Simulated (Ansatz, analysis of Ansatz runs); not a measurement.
# An added hole started on Fe in FeClO (Pmmn)

Question: does an added hole stay on the Fe atom where it is started in FeClO (Pmmn), and if so, how high is the barrier for a hop to another Fe site nearby? Model: a cell of 48 host atoms.

Main program and level: Ansatz 0.2.0; plane-wave PAW DFT, PBEsol+U; relaxation of all atoms of a supercell at fixed charge in a uniform background; PAW set soft_1.

## Step 1: Starting point

The cell holds 48 atoms: 16 Fe, 16 Cl and 16 O. Cell: a = 10.151 Å, b = 10.151 Å, c = 8.336 Å, α = 90.0°, β = 90.0°, γ = 80.5°. It derives from FeClO (space group Pmmn). Nearest the centre at fractional (0.250, 0.625, 1.000): O24 at 1.32 Å, O22 at 1.32 Å, Fe15 at 1.55 Å, Fe14 at 1.55 Å, O45 at 2.67 Å, O23 at 2.67 Å, Fe4 at 2.79 Å, Fe13 at 2.79 Å.

Hubbard terms: Fe d 4.5 eV. They were chosen, not fitted, to curb self-interaction in the shells named, the trial site's among them. The two sites are Fe14 and Fe15. The cell's shortest repeat is 8.3 Å. The host's moments were started ferromagnetic, high spin; both sites carry the same spin direction.

## Step 2: The cell without the carrier

The neutral cell is relaxed first, from small random displacements, so that bond lengths and moments with the carrier can be set beside those of a relaxed cell without it.

neutral.relax/input.yaml reads:

```yaml
crystal:
  lattice:
    - [6.55625248, 7.74996705, 0.0]
    - [-6.55625248, 7.74996705, 0.0]
    - [0.0, 0.0, 8.33599915]
  atoms:
    - { symbol: Fe, position: [0.125, 0.375, 0.107249], spin: 5.0 }
    - { symbol: Fe, position: [0.375, 0.125, 0.107249], spin: 5.0 }
    - { symbol: Fe, position: [0.125, 0.125, 0.892751], spin: 5.0 }
    - { symbol: Fe, position: [0.375, 0.375, 0.892751], spin: 5.0 }
    - { symbol: Cl, position: [0.0, 0.0, 0.313801] }
    - { symbol: Cl, position: [0.25, 0.25, 0.313801] }
    - { symbol: Cl, position: [0.0, 0.25, 0.686199] }
    - { symbol: Cl, position: [0.25, 0.0, 0.686199] }
    - { symbol: O, position: [0.0, 0.0, 0.954496] }
    - { symbol: O, position: [0.25, 0.25, 0.954496] }
    - { symbol: O, position: [0.0, 0.25, 0.045504] }
    - { symbol: O, position: [0.25, 0.0, 0.045504] }
    - { symbol: Fe, position: [0.125, 0.875, 0.107249], spin: 5.0 }
    - { symbol: Fe, position: [0.375, 0.625, 0.107249], spin: 5.0 }
    - { symbol: Fe, position: [0.125, 0.625, 0.892751], spin: 5.0 }
    - { symbol: Fe, position: [0.375, 0.875, 0.892751], spin: 5.0 }
    - { symbol: Cl, position: [0.0, 0.5, 0.313801] }
    - { symbol: Cl, position: [0.25, 0.75, 0.313801] }
    - { symbol: Cl, position: [0.0, 0.75, 0.686199] }
    - { symbol: Cl, position: [0.25, 0.5, 0.686199] }
    - { symbol: O, position: [0.0, 0.5, 0.954496] }
    - { symbol: O, position: [0.25, 0.75, 0.954496] }
    - { symbol: O, position: [0.0, 0.75, 0.045504] }
    - { symbol: O, position: [0.25, 0.5, 0.045504] }
    - { symbol: Fe, position: [0.625, 0.375, 0.107249], spin: 5.0 }
    - { symbol: Fe, position: [0.875, 0.125, 0.107249], spin: 5.0 }
    - { symbol: Fe, position: [0.625, 0.125, 0.892751], spin: 5.0 }
    - { symbol: Fe, position: [0.875, 0.375, 0.892751], spin: 5.0 }
    - { symbol: Cl, position: [0.5, 0.0, 0.313801] }
    - { symbol: Cl, position: [0.75, 0.25, 0.313801] }
    - { symbol: Cl, position: [0.5, 0.25, 0.686199] }
    - { symbol: Cl, position: [0.75, 0.0, 0.686199] }
    - { symbol: O, position: [0.5, 0.0, 0.954496] }
    - { symbol: O, position: [0.75, 0.25, 0.954496] }
    - { symbol: O, position: [0.5, 0.25, 0.045504] }
    - { symbol: O, position: [0.75, 0.0, 0.045504] }
    - { symbol: Fe, position: [0.625, 0.875, 0.107249], spin: 5.0 }
    - { symbol: Fe, position: [0.875, 0.625, 0.107249], spin: 5.0 }
    - { symbol: Fe, position: [0.625, 0.625, 0.892751], spin: 5.0 }
    - { symbol: Fe, position: [0.875, 0.875, 0.892751], spin: 5.0 }
    - { symbol: Cl, position: [0.5, 0.5, 0.313801] }
    - { symbol: Cl, position: [0.75, 0.75, 0.313801] }
    - { symbol: Cl, position: [0.5, 0.75, 0.686199] }
    - { symbol: Cl, position: [0.75, 0.5, 0.686199] }
    - { symbol: O, position: [0.5, 0.5, 0.954496] }
    - { symbol: O, position: [0.75, 0.75, 0.954496] }
    - { symbol: O, position: [0.5, 0.75, 0.045504] }
    - { symbol: O, position: [0.75, 0.5, 0.045504] }
basis:
  ecutwfc: 420
  xc_grid: 2
hamiltonian:
  xc: pbesol
  hubbard:
    sites: [{ species: Fe, l: d, u_eff: 4.5 }]
    projectors: ortho-atomic
  pseudopotentials: { kind: paw, azcp: { folder: soft_1 }, xc_functional: pbe }
kpoints:
  mp_grid: { grid: [1, 1, 1] }
magnetization:
  spin_polarized: true
  initial_magnetization: 80
  spin_locking: { lock_magnetization: hard }
scf:
  occupations: { method: fermi_dirac, width: 0.01 }
  max_iter: 120
  lower_state_search: "off"
output:
  forces: true
relax:
  f_tol: 0.02
  max_steps: 70
  random_displacement: { amplitude: 0.04, seed: 90 }
checkpoint:
  write: "../neutral.relax.run"
  compress: false
  write_wavefunctions: true
  write_every: 100000
```

Run with:

```
$ ansatz run input.yaml --threads 32 --pin off --max-ram 84787MiB --backend cuda --events-out ev --progress --plain --runs-dir out --max-vram 78GiB
```

Numbers of over 12 decimals in the logs are rounded to 6 here.

Log:

```text
[... repeated set-up lines and file paths are left out, and long positions are rounded to six places ...]
Engine: ansatz 0.2.0, aarch64-unknown-linux-gnu
Pseudopotentials: kind: paw
Pseudopotential: Fe, paw, valence charge 16, recommended cutoff 420 eV (normal), soft_1/Fe.paw.azcp
Pseudopotential: Cl, paw, valence charge 7, recommended cutoff 420 eV (normal), soft_1/Cl.paw.azcp
Pseudopotential: O, paw, valence charge 6, recommended cutoff 420 eV (normal), soft_1/O.paw.azcp
Functional definition: PBEsol
  exchange = pbesol_x
  correlation = pbesol_c
[...]
Crystal: 48 atoms, lattice volume = 847.117 Å³
Basis set: ecut = 420 eV, 16467 PW (Γ), exchange–correlation on 144×144×120 points (8 copies of the dense FFT grid, shifted against one another)
Bands: 327, of which v1, the nominal top of the filled ones, is band 232 counted from 1 (231 counted from 0)
Symmetry: 1 space group operations
k-points: 1
Non-local potential: Fe, projectors of the file, l = 0: 3, l = 1: 2, l = 2: 3, l = 3: 1
Non-local potential: Cl, projectors of the file, l = 0: 2, l = 1: 2, l = 2: 1
Non-local potential: O, projectors of the file, l = 0: 2, l = 1: 2, l = 2: 1
PAW form: soft (Blöchl's): semilocal exchange-correlation on the pseudo side does not see the compensation charge
PAW frozen core: Fe, regenerated for the run's functional, and the local potential with it (the file was generated under x = pbe(κ = 0.804, μ = 0.219515), c = pbe(β = 0.066725))
[...]
E_band       = -7972.187105
  E_kinetic    = 10184.419449
  E_local      = -95247.457561  (includes V_loc(G=0)·N_el)
  E_nonlocal   = 6000.034214
  E_hartree    = 41267.870613
  E_xc         = -4532.752416
  E_vxc        = -5497.142680  (∫ρ·V_xc dr)
  E_hubbard    = 24.142354  (on-site DFT+U / exact-exchange correction)
  E_vhub       = -162.716425  (the Hubbard potential's part of the band-sum identity)
  E_paw        = -34327.063236  (= ΣΔE_a)
  E_vpaw       = -5785.078033  (= ΣTr[D̂ρ^β])
  E_aug_tail   = -0.003163  (compensation charges beyond the density's cutoff)
  E_ewald      = -20477.368819
  E_core_change = 4.686754  (= ΣΔE_core)
  E_smearing   = -0.000000  (= −TS)
  E_closure    = -0.000000  (closes the sum)
  Σ components = -97103.491811   (vs F -97103.491811, Δ=0.00e0)
--- Forces (eV/Å), atoms counted from 1 ---
  atom   1  Fe    -0.00671942     0.00039351     0.01184752
  atom   2  Fe    -0.01021174     0.00384553     0.00707098
  [... 1 atom left out ...]
  atom   4  Fe    -0.00389180    -0.00082102    -0.00792739
  [... 2 atoms left out ...]
  [... 42 more lines of this table ...]
  max |Σ_I F_I| component: 2.33e-4 eV/Å
--- Band table (eV) ---
  k-point 0 ↑: bands = ["-86.4324", "-86.4321", "-86.4317", "-86.4313", "-86.4312", "-86.4309", "-86.4308", "-86.4302", "-86.4299", [... rest cut ...]
  k-point 0 ↓: bands = ["-81.5322", "-81.5316", "-81.5311", "-81.5307", "-81.5305", "-81.5303", "-81.5301", "-81.5297", "-81.5293", [... rest cut ...]
Occupation matrices written to <dir>
--- Relaxed structure (4 steps of the walk, 4 accepted, 0 SCFs on fresh bases) ---
  F+E_penalty+E_count = -97103.49181122 eV   max|allowed force component| = 1.967e-2 eV/Å
  atoms:
    - { symbol: Fe, position: [0.125043, 0.375173, 0.107676] }
    - { symbol: Fe, position: [0.375001, 0.125029, 0.107769] }
    [... 1 atom left out ...]
    - { symbol: Fe, position: [0.375010, 0.375133, 0.892774] }
    [... 2 atoms left out ...]
  [... 42 more lines of this table ...]
[key lines of the parts left out:]
SCF converged after 5 iterations
Magnetization: 80.0000 μB (272.0000 up, 192.0000 down)
Free energy (F): -97103.491811 eV
Fermi energy:    5.465860 (↑ 7.057605, ↓ 5.120778) eV
```

Run time: 4.8 s. Hardware: 1 × NVIDIA GB200 with 32 threads of Arm Neoverse V2, shared host; peak memory 1.2 GiB; 14 s of CPU time.

The largest displacement from an ideal site is 0.009 Å.

## Step 3: The hole on the first site

The nearest neighbour or neighbours of the site start displaced and the site's starting moment is changed by the carrier's spin, since a carrier doesn't trap itself in the undistorted lattice.

A.relax/input.yaml reads:

```yaml
crystal:
  lattice:
    - [6.55625248, 7.74996705, 0.0]
    - [-6.55625248, 7.74996705, 0.0]
    - [0.0, 0.0, 8.33599915]
  atoms:
    - { symbol: Fe, position: [0.125043, 0.375173, 0.107676], spin: 5.0 }
    - { symbol: Fe, position: [0.375001, 0.125029, 0.107769], spin: 5.0 }
    - { symbol: Fe, position: [0.125036, 0.125262, 0.892507], spin: 5.0 }
    - { symbol: Fe, position: [0.37501, 0.375133, 0.892774], spin: 5.0 }
    - { symbol: Cl, position: [-3.0e-06, 0.000136, 0.314142] }
    - { symbol: Cl, position: [0.249859, 0.25017, 0.314449] }
    - { symbol: Cl, position: [0.00046, 0.250769, 0.68589] }
    - { symbol: Cl, position: [0.250004, 0.000368, 0.685721] }
    - { symbol: O, position: [-0.000134, 0.000365, 0.95467] }
    - { symbol: O, position: [0.249993, 0.25023, 0.955108] }
    - { symbol: O, position: [-7.1e-05, 0.250289, 0.045407] }
    - { symbol: O, position: [0.24988, 0.0002, 0.045128] }
    - { symbol: Fe, position: [0.124986, 0.875174, 0.107353], spin: 5.0 }
    - { symbol: Fe, position: [0.375085, 0.625291, 0.107404], spin: 4.0 }
    - { symbol: Fe, position: [0.124986, 0.625113, 0.892526], spin: 5.0 }
    - { symbol: Fe, position: [0.374955, 0.875227, 0.892366], spin: 5.0 }
    - { symbol: Cl, position: [-0.000279, 0.500311, 0.314131] }
    - { symbol: Cl, position: [0.255279, 0.745203, 0.305537] }
    - { symbol: Cl, position: [0.000233, 0.75052, 0.685816] }
    - { symbol: Cl, position: [0.249539, 0.49972, 0.685969] }
    - { symbol: O, position: [-6.0e-05, 0.500258, 0.95482] }
    - { symbol: O, position: [0.256037, 0.744151, 0.962122] }
    - { symbol: O, position: [-8.3e-05, 0.750276, 0.045262] }
    - { symbol: O, position: [0.256182, 0.506542, 0.048539] }
    - { symbol: Fe, position: [0.62508, 0.375211, 0.107741], spin: 5.0 }
    - { symbol: Fe, position: [0.875036, 0.125158, 0.107519], spin: 5.0 }
    - { symbol: Fe, position: [0.624978, 0.125242, 0.892859], spin: 5.0 }
    - { symbol: Fe, position: [0.875048, 0.375174, 0.892612], spin: 5.0 }
    - { symbol: Cl, position: [0.499691, -9.0e-05, 0.314335] }
    - { symbol: Cl, position: [0.750109, 0.250289, 0.314402] }
    - { symbol: Cl, position: [0.499903, 0.250121, 0.686144] }
    - { symbol: Cl, position: [0.749701, 8.9e-05, 0.686058] }
    - { symbol: O, position: [0.49985, 0.000272, 0.954802] }
    - { symbol: O, position: [0.749983, 0.250194, 0.954883] }
    - { symbol: O, position: [0.499993, 0.250205, 0.045715] }
    - { symbol: O, position: [0.749963, 0.000177, 0.045499] }
    - { symbol: Fe, position: [0.624979, 0.87513, 0.1074], spin: 5.0 }
    - { symbol: Fe, position: [0.874949, 0.625167, 0.107407], spin: 5.0 }
    - { symbol: Fe, position: [0.625002, 0.625062, 0.89237], spin: 5.0 }
    - { symbol: Fe, position: [0.874993, 0.875175, 0.892524], spin: 5.0 }
    - { symbol: Cl, position: [0.494947, 0.505913, 0.305612] }
    - { symbol: Cl, position: [0.750101, 0.750423, 0.314058] }
    - { symbol: Cl, position: [0.499625, 0.749989, 0.685653] }
    - { symbol: Cl, position: [0.749969, 0.500263, 0.685724] }
    - { symbol: O, position: [0.493917, 0.506224, 0.962272] }
    - { symbol: O, position: [0.749924, 0.75018, 0.954541] }
    - { symbol: O, position: [0.493729, 0.743976, 0.04826] }
    - { symbol: O, position: [0.749912, 0.500204, 0.045145] }
total_charge: 1
basis:
  ecutwfc: 420
  xc_grid: 2
hamiltonian:
  xc: pbesol
  hubbard:
    sites: [{ species: Fe, l: d, u_eff: 4.5 }]
    projectors: ortho-atomic
  pseudopotentials: { kind: paw, azcp: { folder: soft_1 }, xc_functional: pbe }
kpoints:
  mp_grid: { grid: [1, 1, 1] }
magnetization:
  spin_polarized: true
  initial_magnetization: 79
  spin_locking: { lock_magnetization: hard }
scf:
  occupations: { method: fermi_dirac, width: 0.01 }
  max_iter: 120
  lower_state_search: "off"
output:
  forces: true
relax:
  f_tol: 0.015
  max_steps: 70
  escape_saddle: false
checkpoint:
  write: "../A.relax.run"
  compress: false
  write_wavefunctions: true
  write_every: 100000
```

Log:

```text
[...]
Crystal: 48 atoms, lattice volume = 847.117 Å³
Basis set: ecut = 420 eV, 16467 PW (Γ), exchange–correlation on 144×144×120 points (8 copies of the dense FFT grid, shifted against one another)
Bands: 326, of which v1, the nominal top of the filled ones, is band 232 counted from 1 (231 counted from 0)
[... 1 set-up line as in the run before ...]
[...]
k-points: 1
[...]
Starting moments: Σ|m| = 79 μB on 16 of 48 sites
[...]
SCF iter   1: F=—  HF=-97099.142120 eV  |Δ(HF+E_count)|=         —  Δρ=5.37e-2 (↑2.95e-2 ↓5.37e-2)  dr2=3.33e1  dr2_m=9.50e0  M=79.000 μB ∫|m|=79.058 μB  Hψ=2485
[...]
SCF iter   2: F=—  HF=-97101.619584 eV  |Δ(HF+E_count)|=    2.48e0  Δρ=2.54e-2 (↑2.54e-2 ↓2.28e-2)  dr2=5.79e0  dr2_m=2.81e0  M=79.000 μB ∫|m|=79.040 μB  Hψ=1222
[...]
SCF iter  14: F=-97107.837026 eV  HF=-97107.837027 eV  |Δ(HF+E_count)|=   2.91e-6  Δρ=1.10e-5 (↑5.25e-6 ↓1.10e-5)  dr2=1.89e-6  dr2_m=1.88e-7  M=79.000 μB ∫|m|=79.022 μB  Hψ=1676
SCF 1 converged in 14 iterations: F = -97107.837026 eV  dr2 = 1.89e-6
[...]
relax step   1: F+E_penalty+E_count = -97107.83702571 eV  Δ(F+E_penalty+E_count) = +0.000e0 eV  max|allowed force component| = 1.302e0 eV/Å  Δτ_max = 0.0000 Å  (14 SCF iters, dr2 threshold 5.63e-6 eV, accepted)
[...]
relax step   2: F+E_penalty+E_count = -97108.08475580 eV  Δ(F+E_penalty+E_count) = -2.477e-1 eV  max|allowed force component| = 6.527e-1 eV/Å  Δτ_max = 0.0630 Å  (6 SCF iters, dr2 threshold 1.00e-4 eV, accepted)
relax step   3: F+E_penalty+E_count = -97107.49915592 eV  Δ(F+E_penalty+E_count) = +5.856e-1 eV  max|allowed force component| = 1.073e0 eV/Å  Δτ_max = 0.1463 Å  (9 SCF iters, dr2 threshold 2.66e-5 eV, rejected (line search))
relax step   4: F+E_penalty+E_count = -97108.16293450 eV  Δ(F+E_penalty+E_count) = -7.818e-2 eV  max|allowed force component| = 2.179e-1 eV/Å  Δτ_max = 0.0434 Å  (12 SCF iters, accepted)
relax step   5: F+E_penalty+E_count = -97108.17841363 eV  Δ(F+E_penalty+E_count) = -1.548e-2 eV  max|allowed force component| = 4.572e-2 eV/Å  Δτ_max = 0.0474 Å  (8 SCF iters, dr2 threshold 5.29e-6 eV, accepted)
relax step   6: F+E_penalty+E_count = -97108.16091476 eV  Δ(F+E_penalty+E_count) = +1.750e-2 eV  max|allowed force component| = 2.101e-1 eV/Å  Δτ_max = 0.0171 Å  (10 SCF iters, rejected (line search))
relax step   7: F+E_penalty+E_count = -97108.18081789 eV  Δ(F+E_penalty+E_count) = -2.404e-3 eV  max|allowed force component| = 1.615e-2 eV/Å  Δτ_max = 0.0083 Å  (9 SCF iters, accepted)
[...]
SCF iter   4: F=—  HF=-97108.174684 eV  |Δ(HF+E_count)|=   5.74e-4  Δρ=2.82e-5 (↑2.06e-5 ↓2.82e-5)  dr2=1.39e-5  dr2_m=1.56e-6  M=79.000 μB ∫|m|=79.008 μB  Hψ=1017
[...]
SCF iter   8: F=-97108.181318 eV  HF=-97108.181318 eV  |Δ(HF+E_count)|=   4.46e-8  Δρ=1.54e-6 (↑1.25e-6 ↓1.54e-6)  dr2=3.53e-8  dr2_m=7.27e-9  M=79.000 μB ∫|m|=79.008 μB  Hψ=1698
SCF 8 converged in 8 iterations: F = -97108.181318 eV  dr2 = 3.53e-8
[...]
relax step   8: F+E_penalty+E_count = -97108.18131813 eV  Δ(F+E_penalty+E_count) = -5.002e-4 eV  max|allowed force component| = 1.238e-2 eV/Å  Δτ_max = 0.0059 Å  (8 SCF iters, accepted)
[...]
NSCF: frozen V_eff on 1 k-points
[...]
SCF converged after 8 iterations
Stability checked in part: among states of this total moment the steps that led to this state did not find it unstable. No probe was made; neither looks for a lower state of another moment (fixed_total_moment; see scf.lower_state_search)
Magnetization: 79.0000 μB (271.0000 up, 192.0000 down)
Absolute magnetization: 79.0080 μB (∫|ρ↑−ρ↓|, with the PAW one-centre terms)
[...]
Per-site moments (μB) at R_I (Å): [(3.858197, 0.826608), (3.858404, 0.826717), (3.900603, 0.830290), [... 7 left out ...]
Free energy (F): -97108.181318 eV
[...]
Internal energy: -97108.179715 eV  (E = F + TS)
E sigma→0 (E₀):  -97108.180517 eV
Entropy (-TS):   -0.001603 eV (-0.033 meV/atom)
Fermi energy:    4.614699 (↑ 4.614699, ↓ 5.014515) eV
[...]
--- Forces (eV/Å), atoms counted from 1 ---
  atom   1  Fe    -0.00004817     0.00162024    -0.00285192
  atom   2  Fe    -0.00007763     0.00049052    -0.00332129
  [... 1 atom left out ...]
  atom   4  Fe    -0.00196592     0.00062187    -0.00698036
  [... 2 atoms left out ...]
  [... 42 more lines of this table ...]
  max |Σ_I F_I| component: 5.36e-5 eV/Å
--- Band table (eV) ---
[...]
Occupation matrices written to <dir>
--- Relaxed structure (8 steps of the walk, 6 accepted, 0 SCFs on fresh bases) ---
  F+E_penalty+E_count = -97108.18131813 eV   max|allowed force component| = 1.238e-2 eV/Å
  atoms:
    - { symbol: Fe, position: [0.125024, 0.375280, 0.107705] }
    - { symbol: Fe, position: [0.374961, 0.125219, 0.107686] }
    [... 1 atom left out ...]
    - { symbol: Fe, position: [0.375016, 0.375201, 0.891062] }
    [... 2 atoms left out ...]
  [... 42 more lines of this table ...]
```

The job ended after 12 s (1 × NVIDIA GB200 with 32 threads; peak memory 1.2 GiB).

Step by step:

| step | energy less that of the first step (eV) | largest force component (eV/Å) |
| --- | --- | --- |
| 1 | 0.0000 | 1.3024 |
| 2 | -0.2477 | 0.6527 |
| 3 | 0.3379 | 1.0734 |
| 4 | -0.3259 | 0.2179 |
| 5 | -0.3414 | 0.0457 |
| 6 | -0.3239 | 0.2101 |
| 7 | -0.3438 | 0.0161 |
| 8 | -0.3443 | 0.0124 |

Relaxation steps 3, 6 were tried and not accepted.

The atoms that moved most (Å):

| atom | dx | dy | dz | length |
| --- | --- | --- | --- | --- |
| O24 | 0.001 | -0.096 | -0.021 | 0.099 |
| O47 | 0.000 | 0.096 | -0.019 | 0.098 |
| O45 | 0.080 | 0.000 | -0.050 | 0.094 |
| O22 | -0.081 | 0.000 | -0.048 | 0.094 |
| Cl41 | 0.070 | -0.005 | 0.062 | 0.093 |
| Cl18 | -0.068 | -0.002 | 0.062 | 0.092 |
| O9 | 0.001 | 0.000 | 0.017 | 0.017 |
| O46 | 0.000 | 0.000 | 0.017 | 0.017 |

The moves above count from the input, in which the site's nearest neighbours were already displaced; the distances below compare with the cell without the carrier.

Distances from Fe14 without and with the hole:

| atom | without (Å) | with (Å) |
| --- | --- | --- |
| O24 | 2.01 | 2.00 |
| O47 | 2.00 | 2.00 |
| O22 | 2.08 | 2.07 |
| O45 | 2.07 | 2.07 |
| Cl41 | 2.38 | 2.37 |
| Cl18 | 2.38 | 2.37 |

The largest changes of the moments are -0.06 μB on O24, -0.06 μB on O47 and -0.06 μB on O36. The carrier did not stay on the chosen site.

## Step 4: Summary of results

```
carrier trapped on the chosen site     : no
size of the moment change on that site : 0.03 μB
```

What this shows: With PBEsol+U (4.5 eV) (Fe d 4.5 eV) the hole does not stay on the chosen Fe atom: it is spread over more than 30 atoms in effect, so no hop between such sites was computed. The magnetic order was assumed and need not be the ground state; parallel spins on neighbours help a carrier to spread. The search for lower electronic states was switched off. Another U, a hybrid or another start may give another answer. Limits: sampling at the zone centre alone can move energies of charged and open-shell states by tenths of an eV or more in cells of this size; the images are only 8.3 Å apart; gap and trapping depend on the U chosen (Fe d 4.5 eV).

[Logs are printed without paths, hosts, clocks, repeated set-up lines and the standing remarks that a program may print on its own settings, such as how far it seeks lower states.]

[Hosts, paths, dates, database ids (printed as entryN), source tags and the programs' standing remarks are cut or masked in the printed files.]
